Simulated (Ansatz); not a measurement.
# LiF (Griceite, Fm-3m): lattice thermal conductivity

How well does the lattice of LiF (Griceite) conduct heat?

What experiment has found for this phase:
- thermal conductivity 17.6 W/m/K near room temperature (given in “Combining the AFLOW GIBBS and Elastic Libraries to efficiently and robustly screen thermo-mechanical properties of solids”, 2017, arXiv:1611.05714)
- thermal conductivity 17.6 W/m/K near room temperature (given in “Predicting the lattice thermal conductivity of solids by solving the Boltzmann transport equation: AFLOW - AAPL an automated, accurate and efficient framework”, 2017, arXiv:1611.05481)

Main program and level: Ansatz 0.2.0; DFT LDA, scalar-relativistic, plane waves, PAW; PAW set soft_1.

### Step 1. The starting structure

The structure is cubic, space group Fm-3m (No. 225). The conventional cell has a = 4.028 Å, b = 4.028 Å, c = 4.028 Å, α = 90.00°, β = 90.00°, γ = 90.00°. Nearest to Li lie 6 F at 2.01 Å. Nearest to F lie 6 Li at 2.01 Å. Farther neighbours and most contacts between anions are not listed.

As a file:

```cif
data_structure
_symmetry_space_group_name_H-M 'P 1'
_symmetry_Int_Tables_number 1
_cell_length_a 2.8482
_cell_length_b 2.8482
_cell_length_c 2.8482
_cell_angle_alpha 60.000
_cell_angle_beta 60.000
_cell_angle_gamma 60.000
_cell_volume 16.34
loop_
_atom_site_label
_atom_site_type_symbol
_atom_site_fract_x
_atom_site_fract_y
_atom_site_fract_z
_atom_site_occupancy
Li1 Li 0.00000 0.00000 0.00000 1
F2 F 0.50000 0.50000 0.50000 1
```

### Step 2. A first coarse run

A cheap single point shows whether the cell is a metal or an insulator and how far it is from rest; that sets the k-mesh and the occupations of what follows.

Input file input.yaml:

```yaml
crystal:
  lattice:
    - [0.0, 2.014, 2.014]
    - [2.014, 0.0, 2.014]
    - [2.014, 2.014, 0.0]
  atoms:
    - { symbol: Li, position: [0.0, 0.0, 0.0] }
    - { symbol: F, position: [0.5, 0.5, 0.5] }
kpoints:
  mp_grid: { grid: [8, 8, 8] }
hamiltonian:
  xc: lda
  pseudopotentials: { kind: paw, azcp: { folder: soft_1 }, xc_functional: pbe }
scf:
  occupations: { method: gaussian, width: 0.1 }
  lower_state_search: "off"
output:
  forces: true
  stress: true
  eigenvalues: true
```

Run with:

```bash
$ ansatz run input.yaml --threads 18 --pin off --max-ram 92160MiB --backend cuda --events-out ev --progress --plain --runs-dir out
```

Numbers of over 12 decimals in the logs are rounded to 6 here.

The log of the run:

```text
Engine: ansatz 0.2.0, aarch64-unknown-linux-gnu
Pseudopotentials: kind: paw
Pseudopotential: Li, paw, valence charge 3, recommended cutoff 420 eV (normal), soft_1/Li.paw.azcp
Pseudopotential: F, paw, valence charge 7, recommended cutoff 420 eV (normal), soft_1/F.paw.azcp
Functional definition: SPW92
  exchange = slater_x
  correlation = pw_c
device memory: the entry about to start is reckoned to put 0.6 GiB on a device that reports 182.5 GiB free
GPU FFT provider: cuFFT
GPU libraries: cuBLAS 13.8.1, cuFFT 12.4.0, cuSOLVER 12.3.2
GPU matrix products: emulated (plane waves: as basis.precision tells), large ones in fixed point in workspaces of 1.00 GiB
Crystal: 2 atoms, lattice volume = 16.338 Å³
Basis set: ecut = 420 eV, 331 PW (Γ)
Bands: 9, of which v1, the nominal top of the filled ones, is band 5 counted from 1 (4 counted from 0)
Symmetry: 48 space group operations
Space group: Fm-3m (ITA 225), of the structure as read, at distance tolerance 2.5e-5 Å
k-points: 29 of 512
Non-local potential: Li, projectors of the file, l = 0: 3, l = 1: 2, l = 2: 1
Non-local potential: F, projectors of the file, l = 0: 2, l = 1: 2, l = 2: 1
PAW form: soft (Blöchl's): semilocal exchange-correlation on the pseudo side does not see the compensation charge
PAW frozen core: F, regenerated for the run's functional, and the local potential with it (the file was generated under x = pbe(κ = 0.804, μ = 0.219515), c = pbe(β = 0.066725))
PAW one-centre angular grid: Li, 110 points (default); XC on 64 Gauss nodes
PAW one-centre angular grid: F, 110 points (default); XC on 64 Gauss nodes
Initial density: superposition of atomic densities (chi_scale 0.1, normalization cell, long waves kept (reshape's long-wave potential 0.00 eV rms))
Initial wavefunctions: pseudopotential atomic-orbital guess
GPU buffer pool allocated for 8000 grid points (all kernels)
GPU transforms: local potential and band sums: pruned to the plane-wave sphere, on 20×20×20
Functional: x = slater, c = lda
SCF iter   1: F=—  HF=-998.658500 eV  |F-HF|=—  |Δ(HF+E_count)|=         —  Δρ=6.37e-2  dr2=3.76e-1  ethr=3.10e-3  ⟨swp⟩=4.1  Hψ=1613  notcnv=0
preconditioner: auto → none  [insulator: Δε(μ)=8.157 eV  Ē_g=21.569 eV  σ=0.100 eV  W_gap=1.00  n_scr=0 (ndim 8)  ℏωp=26.0 eV  f_vac=0.000  D(μ)=0.00/eV (n_scr^D=0)  ε∞_Penn≈2.5]
SCF iter   2: F=—  HF=-998.670760 eV  |F-HF|=—  |Δ(HF+E_count)|=   1.23e-2  Δρ=3.42e-2  dr2=9.34e-2  ethr=3.10e-3  ⟨swp⟩=2.2  Hψ=627  notcnv=0
SCF iter   3: F=—  HF=-998.670906 eV  |F-HF|=—  |Δ(HF+E_count)|=   1.46e-4  Δρ=1.43e-2  dr2=1.75e-2  ethr=9.34e-4  ⟨swp⟩=2.4  Hψ=461  notcnv=0
SCF iter   4: F=—  HF=-998.671118 eV  |F-HF|=—  |Δ(HF+E_count)|=   2.12e-4  Δρ=6.66e-4  dr2=3.63e-5  ethr=1.75e-4  ⟨swp⟩=2.5  Hψ=439  notcnv=0
SCF iter   5: F=—  HF=-998.671153 eV  |F-HF|=—  |Δ(HF+E_count)|=   3.51e-5  Δρ=2.99e-5  dr2=4.02e-8  ethr=1.00e-9  ⟨swp⟩=4.1  Hψ=1679  notcnv=0
SCF iter   6: F=-998.671153 eV  HF=-998.671153 eV  |F-HF|=1.82e-9  |Δ(HF+E_count)|=   1.28e-7  Δρ=5.96e-6  dr2=3.80e-9  ethr=4.02e-10  ⟨swp⟩=4.1  Hψ=1356  notcnv=0
SCF 1 converged in 6 iterations: F = -998.671153 eV  dr2 = 3.80e-9
  greatest PAW one-centre occupation: 1.000 electrons in one spin orbital (limit 2), on the Li atom at site 0 (counted from 0), in its partial waves of l = 0
SCF converged after 6 iterations
Free energy (F): -998.671153 eV
Harris-Foulkes:  -998.671153 eV  (|F-HF|=1.82e-9)
Internal energy: -998.671153 eV  (E = F + TS)
E sigma→0 (E₀):  -998.671153 eV
Fermi energy:    4.966182 eV
--- Per-component energies (eV) ---
  E_band       = -119.229699
  E_kinetic    = 214.260761
  E_local      = -651.735568  (includes V_loc(G=0)·N_el)
  E_nonlocal   = 70.147664
  E_hartree    = 224.384020
  E_xc         = -85.150853
  E_vxc        = -110.376680  (∫ρ·V_xc dr)
  E_paw        = -213.561774  (= ΣΔE_a)
  E_vpaw       = -90.293784  (= ΣTr[D̂ρ^β])
  E_aug_tail   = 0.001031  (compensation charges beyond the density's cutoff)
  E_ewald      = -557.129686
  E_core_change = 0.113252  (= ΣΔE_core)
  E_smearing   = -0.000000  (= −TS)
  E_closure    = -0.000000  (closes the sum)
  Σ components = -998.671153   (vs F -998.671153, Δ=0.00e0)
--- Forces (eV/Å), atoms counted from 1 ---
  atom   1  Li    -0.00000000    -0.00000000    -0.00000000
  atom   2  F     -0.00000000    -0.00000000     0.00000000
  max |Σ_I F_I| component: 1.15e-25 eV/Å
--- Stress (GPa, compression-positive) ---
       -6.534987       0.000000       0.000000
        0.000000      -6.534987       0.000000
        0.000000      -0.000000      -6.534987
  P = ⅓ Tr σ = -6.5350 GPa (-65.350 kbar)
--- Band table (eV; the first three rows and the last of 29) ---
  k-point 0: bands = ["-39.1602", "-19.0317", "0.5451", "0.5451", "0.5451", "9.3860", "23.9885", "23.9885", "23.9885"]
  k-point 1: bands = ["-39.1501", "-18.9709", "0.1004", "0.5098", "0.5098", "9.8145", "20.6924", "22.3996", "22.3996"]
  k-point 2: bands = ["-39.1258", "-18.8190", "-0.8533", "0.4270", "0.4270", "10.5956", "18.0761", "20.6267", "20.6267"]
  k-point 28: bands = ["-39.0725", "-18.3342", "-1.6003", "-1.6003", "-0.2637", "15.1966", "15.1966", "17.5600", "19.4638"]
```

Wall time 1.5 s (1 × NVIDIA GB200 with 18 threads of Arm Neoverse V2, shared host); peak memory 0.93 GiB; 1.8 s of CPU time.

In the SCF lines HF is the Harris–Foulkes energy and dr2 the Hartree energy of the density residual, in eV; the loop may stop once dr2 is under the threshold and the program's other checks hold. Hψ counts applications of the Hamiltonian.

This step gave:

| Item | Value |
| --- | --- |
| pressure | -6.535 GPa |
| gap on the k-mesh | 8.841 eV |
| volume per atom | 8.169 Å³/atom |

The start is under -6.5 GPa at this level and looks like an insulator or semiconductor on this mesh.

### Step 3. Relaxation

Phonons are second derivatives about a minimum, so cell and atoms are relaxed first, inside the symmetry of the start.

input.yaml, the sections that differ from step 2:

```yaml
kpoints:
  mp_grid: { grid: [10, 10, 10] }
scf:
  occupations: { method: gaussian, width: 0.02 }
  lower_state_search: "off"
relax:
  adjacent_minimum: "off"
  f_tol: 0.005
  max_steps: 80
  cell: { stress_tol: 0.05 }
# crystal, hamiltonian, output: as in step 2
```

The log of the run:

```text
[...]
Crystal: 2 atoms, lattice volume = 16.338 Å³
Basis set: ecut = 420 eV, 331 PW (Γ)
Bands: 9, of which v1, the nominal top of the filled ones, is band 5 counted from 1 (4 counted from 0)
Symmetry: 48 space group operations
[...]
k-points: 47 of 1000
[...]
SCF iter   1: F=—  HF=-998.658571 eV  |F-HF|=—  |Δ(HF+E_count)|=         —  Δρ=6.37e-2  dr2=3.76e-1  ethr=3.10e-3  ⟨swp⟩=4.5  Hψ=2660  notcnv=0
[...]
SCF iter   2: F=—  HF=-998.670839 eV  |F-HF|=—  |Δ(HF+E_count)|=   1.23e-2  Δρ=3.42e-2  dr2=9.34e-2  ethr=3.10e-3  ⟨swp⟩=2.3  Hψ=1020  notcnv=0
[...]
SCF iter   6: F=-998.671245 eV  HF=-998.671245 eV  |F-HF|=1.72e-9  |Δ(HF+E_count)|=   1.11e-7  Δρ=5.97e-6  dr2=3.74e-9  ethr=3.99e-10  ⟨swp⟩=4.1  Hψ=2206  notcnv=0
SCF 1 converged in 6 iterations: F = -998.671245 eV  dr2 = 3.74e-9
[...]
relax step   1: F+E_penalty+E_count = -998.67124471 eV  Δ(F+E_penalty+E_count) = +0.000e0 eV  max|allowed force component| = 1.723e-26 eV/Å  Δτ_max = 0.0000 Å  P = -6.534 GPa  Ω = 16.338 Å³  (6 SCF iters, dr2 threshold 1.00e-7 eV, accepted)
[...]
Crystal: 2 atoms, lattice volume = 15.889 Å³
[...]
iter 1 solved again at ethr=1.85e-6 eV; its pass at ethr=3.10e-3 eV (dr2=1.85e-4 eV) is discarded
[...]
SCF iter   2: F=—  HF=-998.688775 eV  |F-HF|=—  |Δ(HF+E_count)|=   5.96e-5  Δρ=5.83e-4  dr2=3.45e-5  ethr=1.85e-6  ⟨swp⟩=2.7  Hψ=622  notcnv=0
[...]
SCF iter   4: F=-998.688765 eV  HF=-998.688765 eV  |F-HF|=7.19e-9  |Δ(HF+E_count)|=   1.57e-6  Δρ=2.39e-5  dr2=2.67e-8  ethr=2.00e-9  ⟨swp⟩=2.5  Hψ=1464  notcnv=0
SCF 2 converged in 4 iterations: F = -998.688765 eV  dr2 = 2.67e-8
relax step   2: F+E_penalty+E_count = -998.68876482 eV  Δ(F+E_penalty+E_count) = -1.752e-2 eV  max|allowed force component| = 8.358e-25 eV/Å  Δτ_max = 0.0000 Å  P = -4.626 GPa  Ω = 15.889 Å³  energy of the carried Pulay correction = +1.821e-3 eV  (4 SCF iters, dr2 threshold 2.00e-7 eV, accepted)
[...]
Crystal: 2 atoms, lattice volume = 14.897 Å³
Basis set: ecut = 420 eV, 283 PW (Γ)
[...]
SCF iter   5: F=-998.706295 eV  HF=-998.706295 eV  |F-HF|=3.14e-10  |Δ(HF+E_count)|=   4.40e-8  Δρ=3.48e-6  dr2=8.10e-10  ethr=1.23e-9  ⟨swp⟩=4.1  Hψ=2287  notcnv=0
SCF 3 converged in 5 iterations: F = -998.706295 eV  dr2 = 8.10e-10
relax step   3: F+E_penalty+E_count = -998.70629511 eV  Δ(F+E_penalty+E_count) = -1.753e-2 eV  max|allowed force component| = 9.895e-27 eV/Å  Δτ_max = 0.0000 Å  P = +0.588 GPa  Ω = 14.897 Å³  energy of the carried Pulay correction = +6.030e-3 eV  (5 SCF iters, dr2 threshold 2.00e-7 eV, accepted)
[...]
relax step   4: F+E_penalty+E_count = -998.70601191 eV  Δ(F+E_penalty+E_count) = +2.832e-4 eV  max|allowed force component| = 6.785e-26 eV/Å  Δτ_max = 0.0000 Å  P = -0.046 GPa  Ω = 15.002 Å³  energy of the carried Pulay correction = +5.569e-3 eV  (4 SCF iters, dr2 threshold 2.00e-7 eV, accepted)
[...]
relax step   5: F+E_penalty+E_count = -998.70258125 eV  Δ(F+E_penalty+E_count) = +3.431e-3 eV  max|allowed force component| = 1.397e-27 eV/Å  Δτ_max = 0.0000 Å  P = -0.517 GPa  Ω = 15.002 Å³  stress off target by 5.17e-1 GPa  SCF on the basis re-selected at this cell (its energy is not comparable with the rows above)  (5 SCF iters)
[...]
relax step   6: F+E_penalty+E_count = -998.70309014 eV  Δ(F+E_penalty+E_count) = -5.089e-4 eV  max|allowed force component| = 5.924e-26 eV/Å  Δτ_max = 0.0000 Å  P = +0.009 GPa  Ω = 14.916 Å³  energy of the carried Pulay correction = +3.711e-4 eV  (4 SCF iters, dr2 threshold 2.00e-7 eV, accepted)
[...]
SCF iter   1: F=—  HF=-998.702714 eV  |F-HF|=—  |Δ(HF+E_count)|=         —  Δρ=7.14e-5  dr2=1.12e-7  ethr=4.46e-9  ⟨swp⟩=3.0  Hψ=3777  notcnv=0
[...]
SCF iter   2: F=—  HF=-998.702714 eV  |F-HF|=—  |Δ(HF+E_count)|=   3.23e-8  Δρ=2.85e-5  dr2=3.22e-8  ethr=1.12e-9  ⟨swp⟩=2.0  Hψ=595  notcnv=0
[...]
SCF iter   4: F=-998.702714 eV  HF=-998.702714 eV  |F-HF|=5.34e-12  |Δ(HF+E_count)|=  9.02e-10  Δρ=6.96e-7  dr2=1.60e-11  ethr=1.00e-12  ⟨swp⟩=3.2  Hψ=1670  notcnv=0
SCF 7 converged in 4 iterations: F = -998.702714 eV  dr2 = 1.60e-11
relax step   7: F+E_penalty+E_count = -998.70271365 eV  Δ(F+E_penalty+E_count) = +3.765e-4 eV  max|allowed force component| = 4.129e-29 eV/Å  Δτ_max = 0.0000 Å  P = -0.021 GPa  Ω = 14.916 Å³  stress off target by 2.14e-2 GPa  SCF on the basis re-selected at this cell (its energy is not comparable with the rows above)  (4 SCF iters)
[...]
SCF converged after 4 iterations
Free energy (F): -998.702714 eV
[...]
Internal energy: -998.702714 eV  (E = F + TS)
E sigma→0 (E₀):  -998.702714 eV
Fermi energy:    6.172732 eV
[...]
--- Stress (GPa, compression-positive) ---
       -0.021399      -0.000000      -0.000000
       -0.000000      -0.021399      -0.000000
       -0.000000      -0.000000      -0.021399
  P = ⅓ Tr σ = -0.0214 GPa (-0.214 kbar)
--- Band table (eV; the first three rows and the last of 47) ---
[...]
--- Relaxed structure (5 steps of the walk, 5 accepted, 2 SCFs on fresh bases) ---
  F+E_penalty+E_count = -998.70271365 eV   max|allowed force component| = 4.129e-29 eV/Å   (the final SCF, on the basis selected at the relaxed cell)
  cell:  # Å, volume = 14.9157 Å³
    - [0, 1.953758, 1.953758]
    - [1.953758, 0, 1.953758]
    - [1.953758, 1.953758, 0]
  atoms:
    - { symbol: Li, position: [0, 0, 0] }
    - { symbol: F, position: [0.500000, 0.500000, 0.500000] }
```

It took 4 s on 1 × NVIDIA GB200 with 18 threads; peak memory 1 GiB; 7.4 s of CPU time.

Relaxation path:

| step | energy less that of the first step (eV) | largest force component (eV/Å) | pressure (GPa) | volume (Å³) |
| --- | --- | --- | --- | --- |
| 1 | 0.0000 | 0.0000 | -6.53 | 16.34 |
| 2 | -0.0175 | 0.0000 | -4.63 | 15.89 |
| 3 | -0.0350 | 0.0000 | 0.59 | 14.90 |
| 4 | -0.0348 | 0.0000 | -0.05 | 15.00 |
| 5* | -0.0313 | 0.0000 | -0.52 | 15.00 |
| 6 | -0.0318 | 0.0000 | 0.01 | 14.92 |
| 7* | -0.0315 | 0.0000 | -0.02 | 14.92 |

Relaxation steps marked * repeat the geometry before them on a plane-wave basis chosen anew for their cell, so energy and pressure can jump there.

The run keeps the 48 symmetry operations that it works with, so distortions that break them were not tested.

| conventional cell, symmetrised | before | after | change |
| --- | --- | --- | --- |
| a (Å) | 4.028 | 3.908 | -3.0 % |
| b (Å) | 4.028 | 3.908 | -3.0 % |
| c (Å) | 4.028 | 3.908 | -3.0 % |
| volume (Å³/atom) | 8.17 | 7.46 | -8.7 % |

The relaxed structure:

```xyz
2
Lattice="0.0000 1.9538 1.9538 1.9538 0.0000 1.9538 1.9538 1.9538 0.0000" Properties=species:S:1:pos:R:3 pbc="T T T"
Li    0.0000    0.0000    0.0000
F     1.9538    1.9538    1.9538
```

Numbers from this step:

```
pressure          : -0.02140 GPa
gap on the k-mesh : 9.707 eV
volume per atom   : 7.458 Å³/atom
```

The relaxation ends with a pressure of -0.02 GPa.

### Step 4. A second relaxation

The relaxation is run once more from where the first one ended, as the script does after a large change of volume or of the gap, with mesh and occupations reviewed.

input.yaml, as its differences from that of step 3:

```diff
@@ -2,5 +2,5 @@
   lattice:
-    - [0.0, 2.014, 2.014]
-    - [2.014, 0.0, 2.014]
-    - [2.014, 2.014, 0.0]
+    - [0.0, 1.953758498, 1.953758498]
+    - [1.953758498, 0.0, 1.953758498]
+    - [1.953758498, 1.953758498, 0.0]
   atoms:
```

The log of the run:

```text
[...]
GPU FFT provider: cuFFT
GPU libraries: cuBLAS 13.8.1, cuFFT 12.4.0, cuSOLVER 12.3.2
[...]
Crystal: 2 atoms, lattice volume = 14.916 Å³
Basis set: ecut = 420 eV, 283 PW (Γ)
Bands: 9, of which v1, the nominal top of the filled ones, is band 5 counted from 1 (4 counted from 0)
Symmetry: 48 space group operations
[...]
k-points: 47 of 1000
[...]
P = ⅓ Tr σ = -0.0214 GPa (-0.214 kbar)
--- Band table (eV; the first three rows and the last of 47) ---
[...]
--- Relaxed structure (1 steps of the walk, 1 accepted, 1 SCFs on fresh bases) ---
[...]
cell:  # Å, volume = 14.9157 Å³
    - [0.0, 1.953758498, 1.953758498]
    - [1.953758498, 0.0, 1.953758498]
    - [1.953758498, 1.953758498, 0.0]
  atoms:
    - { symbol: Li, position: [0.0, 0.0, 0.0] }
    - { symbol: F, position: [0.5, 0.5, 0.5] }
[key lines of the parts left out:]
SCF converged after 4 iterations
Free energy (F): -998.702714 eV
Fermi energy:    6.172730 eV
```

The job ended after 1.9 s (1 × NVIDIA GB200 with 18 threads; peak memory 1 GiB; 3 s of CPU time).

Little changed from the start: no atom moved by 0.005 Å and no cell edge by 0.1 %.

### Step 5. Relaxing to small residual forces and stress

The thresholds are tightened for a last relaxation ahead of the phonons, and where mesh or smearing change with them the cell follows.

input.yaml, the sections that differ from step 4:

```yaml
kpoints:
  mp_grid: { grid: [12, 12, 12] }
scf:
  occupations: { method: fixed }
  lower_state_search: "off"
relax:
  adjacent_minimum: "off"
  f_tol: 0.001
  max_steps: 60
  cell: { stress_tol: 0.01 }
# crystal, hamiltonian, output: as in step 4
```

The log of the run:

```text
[...]
GPU FFT provider: cuFFT
GPU libraries: cuBLAS 13.8.1, cuFFT 12.4.0, cuSOLVER 12.3.2
[...]
Crystal: 2 atoms, lattice volume = 14.916 Å³
Basis set: ecut = 420 eV, 283 PW (Γ)
Bands: 9, of which v1, the nominal top of the filled ones, is band 5 counted from 1 (4 counted from 0)
Symmetry: 48 space group operations
[...]
k-points: 72 of 1728
[...]
-0.000000      -0.000000      -0.003889
  P = ⅓ Tr σ = -0.0039 GPa (-0.039 kbar)
--- Band table (eV; the first three rows and the last of 72) ---
[...]
--- Relaxed structure (3 steps of the walk, 3 accepted, 1 SCFs on fresh bases) ---
[...]
cell:  # Å, volume = 14.9126 Å³
    - [0, 1.953626, 1.953626]
    - [1.953626, 0, 1.953626]
    - [1.953626, 1.953626, 0]
  atoms:
    - { symbol: Li, position: [0, 0, 0] }
    - { symbol: F, position: [0.5, 0.5, 0.5] }
[key lines of the parts left out:]
SCF converged after 4 iterations
Free energy (F): -998.702733 eV
Fermi energy:    1.321658 eV
```

Wall time 2.7 s (1 × NVIDIA GB200 with 18 threads); peak memory 1 GiB; 5.2 s of CPU time.

Little changed from the start: no atom moved by 0.005 Å and no cell edge by 0.1 %.

This step gave:

```yaml
pressure: -0.003889 GPa
gap_on_the_k_mesh: 9.709 eV
volume_per_atom: 7.456 Å³/atom
```

The residual pressure is -0.0039 GPa, small enough for phonons.

### Step 6. A faulty attempt

This input was changed on purpose, to see how the program answers.

Input file input.yaml:

```yaml
crystal:
  lattice:
    - [0.0, 1.953625856, 1.953625856]
    - [1.953625856, 0.0, 1.953625856]
    - [1.953625856, 1.953625856, 0.0]
  atoms:
    - { symbol: Li, position: [0.0, 0.0, 0.0] }
    - { symbol: F, position: [0.5, 0.5, 0.5] }
kpoints:
  mp_grid: { grid: [9, 9, 9] }
hamiltonian:
  xc: lda
  pseudopotentials: { kind: paw, azcp: { folder: soft_1 }, xc_functional: pbe }
scf:
  occupations: { method: fixed }
  lower_state_search: "off"
  max_iter: 80
output:
  eigenvalues: true
phonons:
  supercell: [3, 3, 3]
  dielectric: false
  lattice_thermal_conductivity:
    qmesh: [13, 13, 13]
    temperatures: [300]
    isotope_mass_variance: [{ species: F, variance: 0.0 }, { species: Li, variance: 0.001459 }]
```

The log of the run:

```text
Error: invalid value for `phonons.lattice_thermal_conductivity`: set without third_order — the Boltzmann solve scatters phonons through the third-order force constants, which that block's batch computes; add phonons.third_order (supercell and pair_cutoff), or remove lattice_thermal_conductivity
```

The job ended after 0.04 s (18 threads; peak memory 0.035 GiB).

The program refused the input before any cycle.

The program's message: “Error: invalid value for `phonons.lattice_thermal_conductivity`: set without third_order — the Boltzmann solve scatters phonons through the third-order force constants, which that block's batch comput …”

The fault put into the input: a conductivity without third-order constants.

[end of part 1 of 3]

[Logs are printed without paths, hosts, clocks, repeated set-up lines and the standing remarks that a program may print on its own settings, such as how far it seeks lower states.]

[Hosts, paths, dates, database ids (printed as entryN), source tags and the programs' standing remarks are cut or masked in the printed files.]

[A step with changed settings may run another functional than the one named; its input shows which.]
